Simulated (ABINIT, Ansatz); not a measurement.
## Sr3SbN (Pm-3m): G0W0 on several meshes in ABINIT

Aim: the GW shift of Sr3SbN (Pm-3m) against the k mesh.

Calculated with ABINIT 10.8.3; LDA and many-body steps on it, plane waves.

## Step 1: The starting structure

It takes space group Pm-3m (No. 221, cubic). Conventional cell: a = 5.195 Å, b = 5.195 Å, c = 5.195 Å, α = 90.00°, β = 90.00°, γ = 90.00°. Sr has 2 N at 2.60 Å nearest. Nearest to Sb lie 12 Sr at 3.67 Å. Nearest to N lie 6 Sr at 2.60 Å. Farther neighbours and most contacts between anions are not listed.

The cell and positions are those that the Materials Project relaxed with its own functionals (PBE, PBE+U or r2SCAN), kept fixed. Spin-orbit coupling is left out unless a step names it.

## Step 2: Empty states on the mesh, 2×2×2 mesh, 491 bands

This step: ABINIT 10.8.3; DFT, LDA, plane waves, norm-conserving pseudopotentials.

The sums over transitions need many empty states on a uniform mesh; this step solves for them.

Contents of run.abi:

```
acell 3*1.0 Angstrom
rprim 
  5.194965140000 0.000000000000 0.000000000000
  0.000000000000 5.194965140000 0.000000000000
  0.000000000000 0.000000000000 5.194965140000
ntypat 3
znucl 38 51 7
natom 5
typat 1 1 1 2 3
xred 
  0.000000000000 0.500000000000 0.500000000000
  0.500000000000 0.500000000000 0.000000000000
  0.500000000000 0.000000000000 0.500000000000
  0.000000000000 0.000000000000 0.000000000000
  0.500000000000 0.500000000000 0.500000000000
pp_dirpath "pseudos"
pseudos "Sr.upf, Sb.upf, N.upf"
ecut 40
ngkpt 2 2 2
nshiftk 1
shiftk 0 0 0
kptopt 1
chksymbreak 0
iscf -2
irdden 1
istwfk *1
nband 491
nbdbuf 44
tolwfr 1e-09
nstep 60
prtvol 0
indata_prefix "in"
outdata_prefix "out"
tmpdata_prefix "tmp"
```

Launch:

```sh
$ OMP_NUM_THREADS=1 mpirun -n 4 abinit run.abi > log
```

Numbers of over 12 decimals in the logs are rounded to 6 here.

Output:

```text
.Version 10.8.3 of ABINIT. v10.8.2 released Aug 2026.

 Symmetries : space group Pm -3 m (#221); Bravais cP (primitive cubic)
[... echo of the input left out ...]
== DATASET  1 ==================================================================
-   mpi_nproc: 4, omp_nthreads: 1 (-1 if OMP is not activated)

--- !DatasetInfo
iteration_state: {dtset: 1, }
dimensions: {natom: 5, nkpt: 4, mband: 491, nsppol: 1, nspinor: 1, nspden: 1, mpw: 11536, }
cutoff_energies: {ecut:  40.0, pawecutdg:  -1.0, }
[...]
4.38459    4.40875    4.40875    4.40876    4.45634    4.45635    4.45665    4.46285
   4.46286    4.46297    4.46466    4.46467    4.46468    4.46533    4.48676    4.50899
   4.51198    4.51866    4.51906
 prteigrs : prtvol=0 or 1, do not print more k-points.

== END DATASET(S) ==============================================================
================================================================================

 -outvars: echo values of variables after computation  --------
            nband         491
             nkpt           4
          spgroup         221
 [... the other variables as echoed above ...]

 Calculation completed.
```

The job ended after 9 min (4 MPI ranks of Arm Neoverse V1, shared host; peak memory 0.94 GiB).

Numbers from this step:

```
gap                                                           : 0.2503 eV
k of the valence top                                          : 0, 0, 0
k of the conduction bottom                                    : 0, 0, 0
least direct gap                                              : 0.2503 eV
k points computed                                             : 4
lowest point of the top converged band, above the valence top : 108.0654 eV
```

On this mesh the gap is 0.250 eV.

The density comes from a self-consistent run that is not shown.

## Step 3: Screening, 2×2×2 mesh, 199 bands, screening to 141.5 eV

The RPA dielectric matrix is built and inverted for each q.

This step: RPA screening on LDA, plane waves, norm-conserving pseudopotentials.

Edit run.abi of step 2 so:

```diff
@@ -23,10 +23,11 @@
 chksymbreak 0
-iscf -2
-irdden 1
 istwfk *1
-nband 491
-nbdbuf 44
-tolwfr 1e-09
-nstep 60
-prtvol 0
+occopt 1
+irdwfk 1
+optdriver 3
+nband 199
+ecuteps 5.2
+inclvkb 2
+awtr 1
+symchi 1
 indata_prefix "in"
```

Output:

```text
.Version 10.8.3 of ABINIT. v10.8.2 released Aug 2026.

 Symmetries : space group Pm -3 m (#221); Bravais cP (primitive cubic)
[... echo of the input left out ...]
== DATASET  1 ==================================================================
-   mpi_nproc: 4, omp_nthreads: 1 (-1 if OMP is not activated)

--- !DatasetInfo
iteration_state: {dtset: 1, }
dimensions: {natom: 5, nkpt: 4, mband: 199, nsppol: 1, nspinor: 1, nspden: 1, mpw: 11536, }
cutoff_energies: {ecut:  40.0, pawecutdg:  -1.0, }
electrons: {nelect:   5.80000000E+01, charge:   0.00000000E+00, occopt:   1.00000000E+00, tsmear:   1.00000000E-02, }

 SCREENING: Calculation of the susceptibility and dielectric matrices

 Based on a program developped by R.W. Godby, V. Olevano, G. Onida, and L. Reining.
 Incorporated in ABINIT by V. Olevano, G.-M. Rignanese, and M. Torrent.
.Using double precision arithmetic ; gwpc =  8

[... cell and pseudopotentials left out ...]
--------------------------------------------------------------------------------

 ==== K-mesh for the wavefunctions ====
 Number of points in the irreducible wedge :     4
[... list of points left out ...]
 Together with 48 symmetry operations and time-reversal symmetry
 yields     8 points in the full Brillouin Zone.

 ==== Q-mesh for the screening function ====
 Number of points in the irreducible wedge :     4
[... list of points left out ...]
 Together with 48 symmetry operations and time-reversal symmetry
 yields     8 points in the full Brillouin Zone.

 setmesh: FFT mesh size selected  =    40x   40x   40
          total number of points  =        64000

 vcoul_init : cutoff-mode = AUXILIARY_FUNCTION
 q-points for optical limit:   1
     1)      0.000010    0.000020    0.000030

- screening: taking advantage of time-reversal symmetry
- Maximum band index for partially occupied states nbvw = 29
- Remaining bands to be divided among processors   nbcw = 170
- Number of bands treated by each node ~42

 Number of electrons calculated from density =   58.0000; Expected =   58.0000
 average of density, n =  0.061303
 r_s =    1.5733
 omega_plasma =   23.8835 [eV]

 calculating chi0 at frequencies [eV] :
  1    0.000000E+00    0.000000E+00
  2    0.000000E+00    2.388347E+01

--------------------------------------------------------------------------------
  q-point number  1        q = ( 0.000000, 0.000000, 0.000000) [r.l.u.]
--------------------------------------------------------------------------------
[... chi0 elements left out ...]
 For q-point:  0.000010 0.000020 0.000030
  dielectric constant = 186.7254
  dielectric constant without local fields = 215.2916

  Average fulfillment of the sum rule on Im[epsilon] for q-point    1 :     66.66  [%]
[... wings left out ...]
  q-point number  2        q = ( 0.500000, 0.000000, 0.000000) [r.l.u.]
--------------------------------------------------------------------------------
[... chi0 elements left out ...]
  Average fulfillment of the sum rule on Im[epsilon] for q-point    2 :     71.57  [%]

 [... 2 further q-points ...]
```

Wall time 79 s (4 MPI ranks); peak memory 2 GiB.

This step gave:

* ε∞ with local fields, on this mesh, along the program's q direction: 186.7
* the same without local fields: 215.3
* plasma frequency: 23.88 eV
* plane waves in the screening matrix: 515

Local fields lower ε∞ by 13 %. The value itself is an artefact of the mesh, where one narrow direct gap carries too much weight.

## Step 4: 2×2×2

The self-energy is evaluated for the states that the input lists, and the levels follow from it, in one-shot runs by the linearised quasiparticle equation.

This step: G0W0 on LDA, plane waves, norm-conserving pseudopotentials.

Edit run.abi of step 3 so:

```diff
@@ -26,8 +26,15 @@
 irdwfk 1
-optdriver 3
+optdriver 4
 nband 199
+gwcalctyp 0
+ecutsigx 40
+symsigma 1
+nkptgw 1
+kptgw 
+  0.0000000000 0.0000000000 0.0000000000
+bdgw 
+  27 31
 ecuteps 5.2
-inclvkb 2
-awtr 1
-symchi 1
+irdscr 1
+ppmodel 1
 indata_prefix "in"
```

Output:

```text
.Version 10.8.3 of ABINIT. v10.8.2 released Aug 2026.

 Symmetries : space group Pm -3 m (#221); Bravais cP (primitive cubic)
[... echo of the input left out ...]
== DATASET  1 ==================================================================
-   mpi_nproc: 4, omp_nthreads: 1 (-1 if OMP is not activated)

--- !DatasetInfo
iteration_state: {dtset: 1, }
dimensions: {natom: 5, nkpt: 4, mband: 199, nsppol: 1, nspinor: 1, nspden: 1, mpw: 11536, }
cutoff_energies: {ecut:  40.0, pawecutdg:  -1.0, }
electrons: {nelect:   5.80000000E+01, charge:   0.00000000E+00, occopt:   1.00000000E+00, tsmear:   1.00000000E-02, }

 SIGMA: Calculation of the GW corrections

 Based on a program developped by R.W. Godby, V. Olevano, G. Onida, and L. Reining.
 Incorporated in ABINIT by V. Olevano, G.-M. Rignanese, and M. Torrent.
.Using double precision arithmetic ; gwpc =  8

[... cell and pseudopotentials left out ...]
--------------------------------------------------------------------------------

 ==== K-mesh for the wavefunctions ====
 Number of points in the irreducible wedge :     4
[... list of points left out ...]
 Together with 48 symmetry operations and time-reversal symmetry
 yields     8 points in the full Brillouin Zone.

 ==== Q-mesh for screening function ====
 Number of points in the irreducible wedge :     4
[... list of points left out ...]
 Together with 48 symmetry operations and time-reversal symmetry
 yields     8 points in the full Brillouin Zone.

 vcoul_init : cutoff-mode = AUXILIARY_FUNCTION
 q-points for optical limit:   1
     1)      0.000010    0.000020    0.000030
 setmesh: FFT mesh size selected  =    60x   60x   60
          total number of points  =       216000

 Number of electrons calculated from density =   58.0000; Expected =   58.0000
 average of density, n =  0.061303
 r_s =    1.5733
 omega_plasma =   23.8835 [eV]

 === KS Band Gaps ===
  >>>> For spin  1
   Minimum direct gap =   0.2503 [eV], located at k-point      :   0.0000  0.0000  0.0000
   Fundamental gap    =   0.2503 [eV], Top of valence bands at :   0.0000  0.0000  0.0000
                                       Bottom of conduction at :   0.0000  0.0000  0.0000
 SIGMA fundamental parameters:
 PLASMON POLE MODEL  1
 number of plane-waves for SigmaX                11459
 number of plane-waves for SigmaC and W            515
 number of plane-waves for wavefunctions         11459
 number of bands                                   199
 number of independent spin polarizations            1
 number of spinorial components                      1
 number of k-points in IBZ                           4
 number of q-points in IBZ                           4
 number of symmetry operations                      48
 number of k-points in BZ                            8
 number of q-points in BZ                            8
 number of frequencies for dSigma/dE                 9
 frequency step for dSigma/dE [eV]                0.25
 number of omega for Sigma on real axis              0
 max omega for Sigma on real axis  [eV]           0.00
 zcut for avoiding poles [eV]                     0.10

 EPSILON^-1 parameters (SCR file):
 dimension of the eps^-1 matrix on file            515
 dimension of the eps^-1 matrix used               515
 number of plane-waves for wavefunctions         11459
 number of bands                                   199
 number of q-points in IBZ                           4
 number of frequencies                               2
 number of real frequencies                          1
 number of imag frequencies                          1

 matrix elements of self-energy operator (all in [eV])

 Perturbative Calculation

--- !SelfEnergy_ee
iteration_state: {dtset: 1, }
kpoint     : [   0.000,    0.000,    0.000, ]
spin       : 1
KS_gap     :    0.250
QP_gap     :    0.454
Delta_QP_KS:    0.204
data: !SigmaeeData |
     Band     E0 <VxcDFT>   SigX SigC(E0)      Z dSigC/dE  Sig(E)    E-E0       E
       27   6.668 -14.898 -17.593   2.974   0.748  -0.337 -14.689   0.210   6.877
       28   6.668 -14.898 -17.593   2.974   0.748  -0.337 -14.689   0.210   6.877
       29   6.668 -14.898 -17.593   2.974   0.748  -0.337 -14.689   0.210   6.877
       30   6.918  -8.573  -4.116  -3.943   0.803  -0.245  -8.159   0.413   7.331
       31   6.918  -8.573  -4.116  -3.943   0.803  -0.245  -8.159   0.413   7.331

== END DATASET(S) ==============================================================
================================================================================

 -outvars: echo values of variables after computation  --------
           etotal      0.0000000000E+00
            nband         199
             nkpt           4
          spgroup         221
 [... the other variables as echoed above ...]

 Calculation completed.
```

Elapsed: 18 s, on 4 MPI ranks; peak memory 1.6 GiB; 71 s of CPU time.

Numbers from this step:

```
G0W0 gap on the points computed              : 0.4540 eV
starting gap on the mesh                     : 0.2503 eV
k of the valence top                         : 0, 0, 0
k of the conduction bottom                   : 0, 0, 0
Z at the valence top                         : 0.748
Z at the conduction bottom                   : 0.803
least direct G0W0 gap on the computed points : 0.4540 eV
```

The gap on the mesh goes from 0.25 eV to 0.45 eV, a correction of +0.20 eV.

## Step 5: Empty states on the mesh, 4×4×4 mesh, 217 bands

This step: DFT, LDA, plane waves, norm-conserving pseudopotentials.

Edit run.abi of step 4 so:

```diff
@@ -18,3 +18,3 @@
 ecut 40
-ngkpt 2 2 2
+ngkpt 4 4 4
 nshiftk 1
@@ -23,18 +23,10 @@
 chksymbreak 0
+iscf -2
+irdden 1
 istwfk *1
-occopt 1
-irdwfk 1
-optdriver 4
-nband 199
-gwcalctyp 0
-ecutsigx 40
-symsigma 1
-nkptgw 1
-kptgw 
-  0.0000000000 0.0000000000 0.0000000000
-bdgw 
-  27 31
-ecuteps 5.2
-irdscr 1
-ppmodel 1
+nband 217
+nbdbuf 18
+tolwfr 1e-09
+nstep 60
+prtvol 0
 indata_prefix "in"
```

Output:

```text
.Version 10.8.3 of ABINIT. v10.8.2 released Aug 2026.

 Symmetries : space group Pm -3 m (#221); Bravais cP (primitive cubic)
[... echo of the input left out ...]
== DATASET  1 ==================================================================
-   mpi_nproc: 4, omp_nthreads: 1 (-1 if OMP is not activated)

--- !DatasetInfo
iteration_state: {dtset: 1, }
dimensions: {natom: 5, nkpt: 10, mband: 217, nsppol: 1, nspinor: 1, nspden: 1, mpw: 11536, }
cutoff_energies: {ecut:  40.0, pawecutdg:  -1.0, }
[...]
2.29729    2.33112    2.35883    2.37300    2.37300    2.37300    2.42007    2.42007
   2.42007    2.44470    2.44712    2.44712    2.44736    2.47198    2.47253    2.49179
   2.50472
 prteigrs : prtvol=0 or 1, do not print more k-points.

== END DATASET(S) ==============================================================
================================================================================

 -outvars: echo values of variables after computation  --------
            nband         217
             nkpt          10
          spgroup         221
 [... the other variables as echoed above ...]

 Calculation completed.
```

Elapsed: 6.2 min, on 4 MPI ranks; peak memory 0.73 GiB.

This step gave:

```yaml
gap: 0.2503 eV
k_of_the_valence_top: 0, 0, 0
k_of_the_conduction_bottom: 0, 0, 0
least_direct_gap: 0.2503 eV
k_points_computed: 10
lowest_point_of_the_top_converged_band_above_the_valence_top: 55.5442 eV
```

On this mesh the gap is 0.250 eV.

## Step 6: Screening, 4×4×4 mesh, 199 bands, screening to 141.5 eV

This step: RPA screening on LDA, plane waves, norm-conserving pseudopotentials.

Edit run.abi of step 5 so:

```diff
@@ -23,10 +23,11 @@
 chksymbreak 0
-iscf -2
-irdden 1
 istwfk *1
-nband 217
-nbdbuf 18
-tolwfr 1e-09
-nstep 60
-prtvol 0
+occopt 1
+irdwfk 1
+optdriver 3
+nband 199
+ecuteps 5.2
+inclvkb 2
+awtr 1
+symchi 1
 indata_prefix "in"
```

Output:

```text
.Version 10.8.3 of ABINIT. v10.8.2 released Aug 2026.

 Symmetries : space group Pm -3 m (#221); Bravais cP (primitive cubic)
[... echo of the input left out ...]
== DATASET  1 ==================================================================
-   mpi_nproc: 4, omp_nthreads: 1 (-1 if OMP is not activated)

--- !DatasetInfo
iteration_state: {dtset: 1, }
dimensions: {natom: 5, nkpt: 10, mband: 199, nsppol: 1, nspinor: 1, nspden: 1, mpw: 11536, }
cutoff_energies: {ecut:  40.0, pawecutdg:  -1.0, }
electrons: {nelect:   5.80000000E+01, charge:   0.00000000E+00, occopt:   1.00000000E+00, tsmear:   1.00000000E-02, }

 SCREENING: Calculation of the susceptibility and dielectric matrices

 Based on a program developped by R.W. Godby, V. Olevano, G. Onida, and L. Reining.
 Incorporated in ABINIT by V. Olevano, G.-M. Rignanese, and M. Torrent.
.Using double precision arithmetic ; gwpc =  8

[... cell and pseudopotentials left out ...]
--------------------------------------------------------------------------------

 ==== K-mesh for the wavefunctions ====
 Number of points in the irreducible wedge :    10
[... list of points left out ...]
 Together with 48 symmetry operations and time-reversal symmetry
 yields    64 points in the full Brillouin Zone.

 ==== Q-mesh for the screening function ====
 Number of points in the irreducible wedge :    10
[... list of points left out ...]
 Together with 48 symmetry operations and time-reversal symmetry
 yields    64 points in the full Brillouin Zone.

 setmesh: FFT mesh size selected  =    40x   40x   40
          total number of points  =        64000

 vcoul_init : cutoff-mode = AUXILIARY_FUNCTION
 q-points for optical limit:   1
     1)      0.000010    0.000020    0.000030

- screening: taking advantage of time-reversal symmetry
- Maximum band index for partially occupied states nbvw = 29
- Remaining bands to be divided among processors   nbcw = 170
- Number of bands treated by each node ~42

 Number of electrons calculated from density =   58.0000; Expected =   58.0000
 average of density, n =  0.061303
 r_s =    1.5733
 omega_plasma =   23.8835 [eV]

 calculating chi0 at frequencies [eV] :
  1    0.000000E+00    0.000000E+00
  2    0.000000E+00    2.388347E+01

--------------------------------------------------------------------------------
  q-point number  1        q = ( 0.000000, 0.000000, 0.000000) [r.l.u.]
--------------------------------------------------------------------------------
[... chi0 elements left out ...]
 For q-point:  0.000010 0.000020 0.000030
  dielectric constant =  33.0424
  dielectric constant without local fields =  35.7975

  Average fulfillment of the sum rule on Im[epsilon] for q-point    1 :     66.65  [%]
[... wings left out ...]
  q-point number  2        q = ( 0.250000, 0.000000, 0.000000) [r.l.u.]
--------------------------------------------------------------------------------
[... chi0 elements left out ...]
  Average fulfillment of the sum rule on Im[epsilon] for q-point    2 :     75.14  [%]

 [... 8 further q-points ...]
```

Run time: 11 min. Hardware: 4 MPI ranks; peak memory 4 GiB; 44 min of CPU time.

Numbers from this step:

```
ε∞ with local fields, on this mesh, along the program's q direction : 33.04
the same without local fields                                       : 35.80
plasma frequency                                                    : 23.88 eV
plane waves in the screening matrix                                 : 515
```

(Continued in part 2 of 2.)

[Paths, hosts, dates, memory and timing lines, banners, echoed tables and standing remarks are left out of the program output.]

[Logs are printed without paths, hosts, clocks, repeated set-up lines and the standing remarks that a program may print on its own settings, such as how far it seeks lower states.]

[Runs of the session that timed out or met a known fault of the program may be left out.]

[Hosts, paths, dates, database ids (printed as entryN), source tags and the programs' standing remarks are cut or masked in the printed files.]

[G0W0 gaps are taken among the corrected bands and points alone; a level outside them can change the order at an edge.]

[Where Ansatz stands beside ABINIT at settings called matched, ABINIT's density can come from a denser mesh and the files from another edition; pairs whose starting gaps differed by over 0.03 eV were left out, so agreement reads better than it is.]
